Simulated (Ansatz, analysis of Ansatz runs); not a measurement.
# A hop of N in Al3GaN4 (Pm), charge +3, part 2 of 3

Aim: the barrier of one jump in Al3GaN4 (Pm) at charge +3: V_N hop (3.1 Å). The model is a cell of 96 host atoms with 1 N taken out; N is the atom that moves.

Ansatz 0.2.0; plane-wave PAW DFT, PBEsol; nudged elastic band between two relaxed defect structures at fixed charge in a uniform background.

So far: Set-up; Relaxation of the start point, charge +3; Relaxation of the end point, charge +3.

**4. Nudged elastic band, charge +3**

5 movable images are laid between the ends on a pair-potential path, which keeps atoms from colliding in the first guess. Each image feels the true force across the path and a spring force along it. The highest image is set to climb to the top of the path.

This step: plane-wave PAW DFT, PBEsol; nudged elastic band between two relaxed defect structures at fixed charge in a uniform background.

qp3.neb/input.yaml reads:

```yaml
crystal:
  lattice:
    - [10.08692303, 0.0, 0.00025291]
    - [0.0, 9.39015873, 0.0]
    - [-0.00644803, 0.0, 10.83602103]
  atoms:
    - { symbol: Al, position: [0.24966046, 0.165859, 0.08369054] }
    - { symbol: Al, position: [-0.00114343, 0.16564741, 0.41637141] }
    - { symbol: Al, position: [0.00071446, 1.742e-05, 0.16600414] }
    - { symbol: Ga, position: [0.24838886, -1.296e-05, 0.33156219] }
    - { symbol: "N", position: [0.05520946, 3.372e-05, 0.33328955] }
    - { symbol: "N", position: [0.06151963, 0.16624718, 0.08347302] }
    - { symbol: "N", position: [0.31197158, 0.16634393, 0.41983493] }
    - { symbol: "N", position: [0.31210718, -1.519e-05, 0.16299363] }
    - { symbol: Al, position: [0.24685561, 0.16321082, 0.58095525] }
    - { symbol: Al, position: [-8.784e-05, 0.16510355, 0.91875504] }
    - { symbol: Al, position: [-0.00134337, 1.291e-05, 0.66645554] }
    - { symbol: Ga, position: [0.24865517, 7.63e-06, 0.83330738] }
    - { symbol: "N", position: [0.0554236, 4.126e-05, 0.83256117] }
    - { symbol: "N", position: [0.0604881, 0.1649377, 0.58283085] }
    - { symbol: "N", position: [0.31361818, 0.16658261, 0.91951361] }
    - { symbol: "N", position: [0.31312219, -2.382e-05, 0.66287249] }
    - { symbol: Al, position: [0.24921432, 0.49997519, 0.08488225] }
    - { symbol: Al, position: [0.00373021, 0.50005174, 0.4091907] }
    - { symbol: Al, position: [-0.0001392, 0.33256813, 0.16394192] }
    - { symbol: Ga, position: [0.24646727, 0.32850581, 0.33089027] }
    - { symbol: "N", position: [0.055097, 0.33172472, 0.3317283] }
    - { symbol: "N", position: [0.06093781, 0.50001924, 0.0838191] }
    - { symbol: "N", position: [0.3081522, 0.5000668, 0.42095208] }
    - { symbol: "N", position: [0.31247162, 0.33324574, 0.16338847] }
    - { symbol: Al, position: [0.24386603, 0.49997829, 0.58341066] }
    - { symbol: Al, position: [-0.00077775, 0.50003367, 0.91887898] }
    - { symbol: Al, position: [0.00446641, 0.32580765, 0.66987487] }
    - { symbol: Ga, position: [0.24642367, 0.33368317, 0.83833998] }
    - { symbol: "N", position: [0.05516699, 0.33291966, 0.83516461] }
    - { symbol: "N", position: [0.04913571, 0.50002616, 0.583416] }
    - { symbol: "N", position: [0.31228352, 0.50006345, 0.92083358] }
    - { symbol: "N", position: [0.30692681, 0.33417215, 0.66288537] }
    - { symbol: Al, position: [0.2496577, 0.83409425, 0.08367385] }
    - { symbol: Al, position: [-0.00115212, 0.83443415, 0.41635672] }
    - { symbol: Al, position: [-0.0001539, 0.66747407, 0.16393657] }
    - { symbol: Ga, position: [0.24647506, 0.67148194, 0.33086984] }
    - { symbol: "N", position: [0.05510048, 0.66836966, 0.33171758] }
    - { symbol: "N", position: [0.06151218, 0.83378934, 0.08346968] }
    - { symbol: "N", position: [0.31198487, 0.83372997, 0.41986371] }
    - { symbol: "N", position: [0.31247303, 0.66672648, 0.16336567] }
    - { symbol: Al, position: [0.24682178, 0.83669195, 0.5809859] }
    - { symbol: Al, position: [-9.095e-05, 0.83499023, 0.91875589] }
    - { symbol: Al, position: [0.00444409, 0.67420095, 0.66986229] }
    - { symbol: Ga, position: [0.24638948, 0.66629943, 0.83833811] }
    - { symbol: "N", position: [0.05512565, 0.66714977, 0.83516557] }
    - { symbol: "N", position: [0.06044333, 0.83507891, 0.58282991] }
    - { symbol: "N", position: [0.31358832, 0.83355046, 0.91948495] }
    - { symbol: "N", position: [0.30690406, 0.66581881, 0.6629294] }
    - { symbol: Al, position: [0.75167394, 0.16567404, 0.08404084] }
    - { symbol: Al, position: [0.49844492, 0.16585332, 0.41570957] }
    - { symbol: Al, position: [0.50037071, 2.745e-05, 0.16731351] }
    - { symbol: Ga, position: [0.74973424, -1.36e-05, 0.33243822] }
    - { symbol: "N", position: [0.55561848, 2.025e-05, 0.33426658] }
    - { symbol: "N", position: [0.56264979, 0.16482097, 0.08407082] }
    - { symbol: "N", position: [0.81110838, 0.16719819, 0.42002802] }
    - { symbol: "N", position: [0.81214351, -1.882e-05, 0.16376892] }
    - { symbol: Al, position: [0.75136433, 0.16647467, 0.58287325] }
    - { symbol: Al, position: [0.50080418, 0.16308387, 0.9213224] }
    - { symbol: Al, position: [0.50124514, 9.67e-06, 0.66522968] }
    - { symbol: Ga, position: [0.75057849, 6.86e-06, 0.83322152] }
    - { symbol: "N", position: [0.55556562, 6.625e-05, 0.83164207] }
    - { symbol: "N", position: [0.56113488, 0.16779462, 0.58245619] }
[... 2 lines left out ...]
    - { symbol: Al, position: [0.75034189, 0.49997493, 0.08399143] }
    - { symbol: Al, position: [0.48350825, 0.50007118, 0.37934589] }
    - { symbol: Al, position: [0.50078604, 0.33044161, 0.16109832] }
    - { symbol: Ga, position: [0.75102532, 0.33203693, 0.33156021] }
[... 4 lines left out ...]
    - { symbol: Al, position: [0.8126246, 0.49996426, 0.583802] }
    - { symbol: Al, position: [0.49883951, 0.50003836, 0.9190313] }
    - { symbol: Al, position: [0.48395098, 0.29845722, 0.68420319] }
    - { symbol: Ga, position: [0.75121092, 0.33298664, 0.83495953] }
[... 6 lines left out ...]
    - { symbol: Ga, position: [0.75100892, 0.66795432, 0.33156463] }
[... 7 lines left out ...]
    - { symbol: Ga, position: [0.75121808, 0.66700057, 0.83496901] }
[... 4 lines left out ...]
total_charge: 3
basis:
  ecutwfc: 420
  xc_grid: 2
hamiltonian:
  xc: pbesol
kpoints:
  mp_grid: { grid: [1, 1, 1], shift: [0.25, 0.25, 0.25] }
scf:
  occupations: { method: fixed }
  max_iter: 150
output:
  forces: true
neb:
  images: 5
  f_tol: 0.04
  climbing: true
  initial_path: idpp
  max_iterations: 45
  order_check: false
  final_atoms:
[... 3 lines left out ...]
    - { symbol: Ga, position: [0.24982842, -2.798e-05, 0.33315049] }
[... 7 lines left out ...]
    - { symbol: Ga, position: [0.2495487, 6.16e-06, 0.83217862] }
[... 7 lines left out ...]
    - { symbol: Ga, position: [0.23656674, 0.30403447, 0.31777942] }
[... 7 lines left out ...]
    - { symbol: Ga, position: [0.24965175, 0.33103377, 0.83842362] }
[... 7 lines left out ...]
    - { symbol: Ga, position: [0.23655835, 0.69605025, 0.31772969] }
[... 7 lines left out ...]
    - { symbol: Ga, position: [0.24963057, 0.66903992, 0.83840072] }
[... 7 lines left out ...]
    - { symbol: Ga, position: [0.74818441, 2.523e-05, 0.33288519] }
[... 7 lines left out ...]
    - { symbol: Ga, position: [0.74994769, 4.223e-05, 0.83351365] }
[... 7 lines left out ...]
    - { symbol: Ga, position: [0.75440827, 0.32593986, 0.32958131] }
[... 5 lines left out ...]
    - { symbol: Al, position: [0.50128039, 0.50009898, 0.91759697] }
    - { symbol: Al, position: [0.50199039, 0.33246323, 0.66727108] }
    - { symbol: Ga, position: [0.74897221, 0.33262382, 0.83558557] }
[... 3 lines left out ...]
    - { symbol: Al, position: [0.74966509, 0.83489085, 0.08297668] }
    - { symbol: Al, position: [0.50246006, 0.83358879, 0.41898941] }
    - { symbol: Al, position: [0.50248022, 0.6668194, 0.16518566] }
    - { symbol: Ga, position: [0.75441777, 0.67415198, 0.32957667] }
    - { symbol: "N", position: [0.5562037, 0.66825064, 0.33280789] }
    - { symbol: "N", position: [0.5609556, 0.83343754, 0.08434185] }
    - { symbol: "N", position: [0.81204443, 0.83499739, 0.42156245] }
    - { symbol: "N", position: [0.8112732, 0.66703015, 0.16196084] }
    - { symbol: Al, position: [0.74891833, 0.83429279, 0.58544931] }
    - { symbol: Al, position: [0.50241481, 0.83408797, 0.91755398] }
    - { symbol: Al, position: [0.50201297, 0.66770366, 0.66725527] }
    - { symbol: Ga, position: [0.74897746, 0.66747074, 0.83558016] }
    - { symbol: "N", position: [0.55533136, 0.66670422, 0.83381098] }
    - { symbol: "N", position: [0.56035092, 0.83307563, 0.58415478] }
    - { symbol: "N", position: [0.81299041, 0.83382395, 0.92066041] }
    - { symbol: "N", position: [0.81124971, 0.66830671, 0.66520417] }
```

Launch:

```bash
$ ansatz run input.yaml --threads 32 --pin off --max-ram 84787MiB --backend cuda --events-out ev --progress --plain --runs-dir out --max-vram 78GiB
```

Elapsed: 22 s, on 1 × NVIDIA GB200 with 32 threads of Arm Neoverse V2, shared host; peak memory 2.2 GiB; 93 s of CPU time.

Images along the path:

| image | path (Å) | energy (eV) | N23: x, y, z (Å) |
| --- | --- | --- | --- |
| 0 | 0.000 | 0.0000 | 3.106, 4.696, 4.562 |
| 1 | 0.761 | 1.0247 | 3.494, 4.736, 4.922 |
| 2 | 1.522 | 2.4224 | 3.955, 4.772, 5.413 |
| 3 | 2.142 | 1.5626 | 4.348, 4.731, 5.812 |
| 4 | 2.761 | 0.6670 | 4.779, 4.700, 6.114 |
| 5 | 3.380 | -0.0562 | 5.257, 4.697, 6.239 |
| 6 | 3.999 | -0.8158 | 5.673, 4.696, 6.356 |

Numbers from this step:

```yaml
free_energy: -81729.1380 eV
barrier_forward: 2.422 eV
barrier_backward: 3.238 eV
end_less_start: -0.8158 eV
hop_length: 3.132 Å
```

Track of the atom that was set to move:

| image | x (Å) | y (Å) | z (Å) | nearest neighbour | distance (Å) |
| --- | --- | --- | --- | --- | --- |
| 0 | 3.106 | 4.696 | 4.562 | Al | 1.826 |
| 1 | 3.494 | 4.736 | 4.922 | Al | 1.787 |
| 2 | 3.955 | 4.772 | 5.413 | Al | 1.745 |
| 3 | 4.348 | 4.731 | 5.812 | Al | 1.778 |
| 4 | 4.779 | 4.7 | 6.114 | Al | 1.796 |
| 5 | 5.257 | 4.697 | 6.239 | Al | 1.795 |
| 6 | 5.673 | 4.696 | 6.356 | Al | 1.829 |

The band met its tolerance of 0.04 eV/Å after 9 iterations, with image 2 on top (the start counts as 0). N23, which moves farthest between the ends, has 2 Al at 1.83 to 1.88 Å and 2 Ga at 1.98 Å nearest at the start and 2 Al at 1.74 to 1.83 Å at the top.

**5. Single point at the start point, PBEsol, denser k-mesh**

Three single points on a mesh of more k-points (start, top, end) test the sampling. The start is shown; top and end are run alike.

This step: plane-wave PAW DFT, PBEsol; single point of a defect supercell on a structure of the PBEsol path.

qp3.start.mesh/input.yaml reads:

```yaml
crystal:
  lattice:
    - [10.08692303, 0.0, 0.00025291]
    - [0.0, 9.39015873, 0.0]
    - [-0.00644803, 0.0, 10.83602103]
  atoms:
    - { symbol: Al, position: [0.24966046, 0.165859, 0.08369054] }
    - { symbol: Al, position: [-0.00114343, 0.16564741, 0.41637141] }
    - { symbol: Al, position: [0.00071446, 1.742e-05, 0.16600414] }
    - { symbol: Ga, position: [0.24838886, -1.296e-05, 0.33156219] }
    - { symbol: "N", position: [0.05520946, 3.372e-05, 0.33328955] }
    - { symbol: "N", position: [0.06151963, 0.16624718, 0.08347302] }
    - { symbol: "N", position: [0.31197158, 0.16634393, 0.41983493] }
    - { symbol: "N", position: [0.31210718, -1.519e-05, 0.16299363] }
    - { symbol: Al, position: [0.24685561, 0.16321082, 0.58095525] }
    - { symbol: Al, position: [-8.784e-05, 0.16510355, 0.91875504] }
    - { symbol: Al, position: [-0.00134337, 1.291e-05, 0.66645554] }
    - { symbol: Ga, position: [0.24865517, 7.63e-06, 0.83330738] }
    - { symbol: "N", position: [0.0554236, 4.126e-05, 0.83256117] }
    - { symbol: "N", position: [0.0604881, 0.1649377, 0.58283085] }
    - { symbol: "N", position: [0.31361818, 0.16658261, 0.91951361] }
    - { symbol: "N", position: [0.31312219, -2.382e-05, 0.66287249] }
    - { symbol: Al, position: [0.24921432, 0.49997519, 0.08488225] }
    - { symbol: Al, position: [0.00373021, 0.50005174, 0.4091907] }
    - { symbol: Al, position: [-0.0001392, 0.33256813, 0.16394192] }
    - { symbol: Ga, position: [0.24646727, 0.32850581, 0.33089027] }
    - { symbol: "N", position: [0.055097, 0.33172472, 0.3317283] }
    - { symbol: "N", position: [0.06093781, 0.50001924, 0.0838191] }
    - { symbol: "N", position: [0.3081522, 0.5000668, 0.42095208] }
    - { symbol: "N", position: [0.31247162, 0.33324574, 0.16338847] }
    - { symbol: Al, position: [0.24386603, 0.49997829, 0.58341066] }
    - { symbol: Al, position: [-0.00077775, 0.50003367, 0.91887898] }
    - { symbol: Al, position: [0.00446641, 0.32580765, 0.66987487] }
    - { symbol: Ga, position: [0.24642367, 0.33368317, 0.83833998] }
    - { symbol: "N", position: [0.05516699, 0.33291966, 0.83516461] }
    - { symbol: "N", position: [0.04913571, 0.50002616, 0.583416] }
    - { symbol: "N", position: [0.31228352, 0.50006345, 0.92083358] }
    - { symbol: "N", position: [0.30692681, 0.33417215, 0.66288537] }
    - { symbol: Al, position: [0.2496577, 0.83409425, 0.08367385] }
    - { symbol: Al, position: [-0.00115212, 0.83443415, 0.41635672] }
    - { symbol: Al, position: [-0.0001539, 0.66747407, 0.16393657] }
    - { symbol: Ga, position: [0.24647506, 0.67148194, 0.33086984] }
    - { symbol: "N", position: [0.05510048, 0.66836966, 0.33171758] }
    - { symbol: "N", position: [0.06151218, 0.83378934, 0.08346968] }
    - { symbol: "N", position: [0.31198487, 0.83372997, 0.41986371] }
    - { symbol: "N", position: [0.31247303, 0.66672648, 0.16336567] }
    - { symbol: Al, position: [0.24682178, 0.83669195, 0.5809859] }
    - { symbol: Al, position: [-9.095e-05, 0.83499023, 0.91875589] }
    - { symbol: Al, position: [0.00444409, 0.67420095, 0.66986229] }
    - { symbol: Ga, position: [0.24638948, 0.66629943, 0.83833811] }
    - { symbol: "N", position: [0.05512565, 0.66714977, 0.83516557] }
    - { symbol: "N", position: [0.06044333, 0.83507891, 0.58282991] }
    - { symbol: "N", position: [0.31358832, 0.83355046, 0.91948495] }
    - { symbol: "N", position: [0.30690406, 0.66581881, 0.6629294] }
    - { symbol: Al, position: [0.75167394, 0.16567404, 0.08404084] }
    - { symbol: Al, position: [0.49844492, 0.16585332, 0.41570957] }
    - { symbol: Al, position: [0.50037071, 2.745e-05, 0.16731351] }
    - { symbol: Ga, position: [0.74973424, -1.36e-05, 0.33243822] }
    - { symbol: "N", position: [0.55561848, 2.025e-05, 0.33426658] }
    - { symbol: "N", position: [0.56264979, 0.16482097, 0.08407082] }
    - { symbol: "N", position: [0.81110838, 0.16719819, 0.42002802] }
    - { symbol: "N", position: [0.81214351, -1.882e-05, 0.16376892] }
    - { symbol: Al, position: [0.75136433, 0.16647467, 0.58287325] }
    - { symbol: Al, position: [0.50080418, 0.16308387, 0.9213224] }
    - { symbol: Al, position: [0.50124514, 9.67e-06, 0.66522968] }
    - { symbol: Ga, position: [0.75057849, 6.86e-06, 0.83322152] }
    - { symbol: "N", position: [0.55556562, 6.625e-05, 0.83164207] }
    - { symbol: "N", position: [0.56113488, 0.16779462, 0.58245619] }
    - { symbol: "N", position: [0.81209737, 0.16636925, 0.91994528] }
    - { symbol: "N", position: [0.80979327, 1.538e-05, 0.66266778] }
    - { symbol: Al, position: [0.75034189, 0.49997493, 0.08399143] }
    - { symbol: Al, position: [0.48350825, 0.50007118, 0.37934589] }
    - { symbol: Al, position: [0.50078604, 0.33044161, 0.16109832] }
    - { symbol: Ga, position: [0.75102532, 0.33203693, 0.33156021] }
    - { symbol: "N", position: [0.55601281, 0.33190664, 0.33184963] }
    - { symbol: "N", position: [0.56085115, 0.50001519, 0.08380503] }
    - { symbol: "N", position: [0.81318592, 0.50004281, 0.41640471] }
    - { symbol: "N", position: [0.81106019, 0.33326982, 0.16276783] }
    - { symbol: Al, position: [0.8126246, 0.49996426, 0.583802] }
    - { symbol: Al, position: [0.49883951, 0.50003836, 0.9190313] }
    - { symbol: Al, position: [0.48395098, 0.29845722, 0.68420319] }
    - { symbol: Ga, position: [0.75121092, 0.33298664, 0.83495953] }
    - { symbol: "N", position: [0.55605538, 0.33350517, 0.83471498] }
    - { symbol: "N", position: [0.81130387, 0.50003881, 0.9198336] }
    - { symbol: "N", position: [0.81287817, 0.33048489, 0.66523895] }
    - { symbol: Al, position: [0.7516678, 0.83427607, 0.08403063] }
    - { symbol: Al, position: [0.49847243, 0.83422125, 0.41572937] }
    - { symbol: Al, position: [0.50078879, 0.66960949, 0.16109352] }
    - { symbol: Ga, position: [0.75100892, 0.66795432, 0.33156463] }
    - { symbol: "N", position: [0.55601305, 0.66821271, 0.33180095] }
    - { symbol: "N", position: [0.56264234, 0.8352122, 0.0840535] }
    - { symbol: "N", position: [0.81113442, 0.83289729, 0.42001807] }
    - { symbol: "N", position: [0.81105143, 0.66670543, 0.16275844] }
    - { symbol: Al, position: [0.75140811, 0.83347922, 0.58286665] }
    - { symbol: Al, position: [0.50077417, 0.8370514, 0.92129485] }
    - { symbol: Al, position: [0.48394055, 0.70151705, 0.6841591] }
    - { symbol: Ga, position: [0.75121808, 0.66700057, 0.83496901] }
    - { symbol: "N", position: [0.55606708, 0.66657152, 0.83469663] }
    - { symbol: "N", position: [0.56120142, 0.83218477, 0.58249677] }
    - { symbol: "N", position: [0.81207695, 0.83373406, 0.91993245] }
    - { symbol: "N", position: [0.81284592, 0.66946066, 0.66522718] }
total_charge: 3
basis:
  ecutwfc: 420
  xc_grid: 2
hamiltonian:
  xc: pbesol
kpoints:
  mp_grid: { grid: [2, 2, 2], shift: [0.5, 0.5, 0.5] }
scf:
  occupations: { method: fixed }
  max_iter: 150
output:
  forces: true
  eigenvalues: true
checkpoint:
  write: "../qp3.start.mesh.run"
  compress: false
  write_wavefunctions: false
  write_every: 100000
```

Elapsed: 2.2 s, on 1 × NVIDIA GB200 with 32 threads; peak memory 1.4 GiB; 6.4 s of CPU time.

Numbers from this step:

```
free energy : -81731.5612 eV
```

**6. Barrier from single points, PBEsol, denser k-mesh**

Analysis of the runs above: barrier from PBEsol single points on the PBEsol path.

It gives:

- barrier forward: 2.425 eV
- barrier backward: 3.239 eV
- end less start: -0.8145 eV

This gives 2.425 eV against the band's 2.422 eV (backward 3.239 against 3.238 eV). This mesh holds only the band's own point and its sign variants, so it tests the average over those and no finer sampling.

**7. Single point at the start point, r2SCAN**

Three single points with a meta-GGA, at its higher cutoff of 500 eV, show what it does to the barrier on the path found. The start is shown; top and end are run alike.

This step: plane-wave PAW DFT, r2SCAN; single point of a defect supercell on a structure of the PBEsol path.

qp3.start.r2scan/input.yaml, as its differences from qp3.start.mesh/input.yaml of step 5:

```diff
@@ -103,8 +103,8 @@
 basis:
-  ecutwfc: 420
+  ecutwfc: 500
   xc_grid: 2
 hamiltonian:
-  xc: pbesol
+  xc: r2scan
 kpoints:
-  mp_grid: { grid: [2, 2, 2], shift: [0.5, 0.5, 0.5] }
+  mp_grid: { grid: [1, 1, 1], shift: [0.25, 0.25, 0.25] }
 scf:
@@ -116,3 +116,3 @@
 checkpoint:
-  write: "../qp3.start.mesh.run"
+  write: "../qp3.start.r2scan.run"
   compress: false
```

Run time: 1.8 s. Hardware: 1 × NVIDIA GB200 with 32 threads; peak memory 1.5 GiB.

Read from the output:

```yaml
free_energy: -83178.4141 eV
```

**8. Barrier from single points, r2SCAN**

Analysis of the runs above: barrier from r2SCAN single points on the PBEsol path.

It gives:

- barrier forward: 2.624 eV
- barrier backward: 3.484 eV
- end less start: -0.8595 eV

This gives 2.624 eV against the band's 2.422 eV.

(Part 2 of 3 ends here.)

[Logs are printed without paths, hosts, clocks, repeated set-up lines and the standing remarks that a program may print on its own settings, such as how far it seeks lower states.]

[Hosts, paths, dates, database ids (printed as entryN), source tags and the programs' standing remarks are cut or masked in the printed files.]
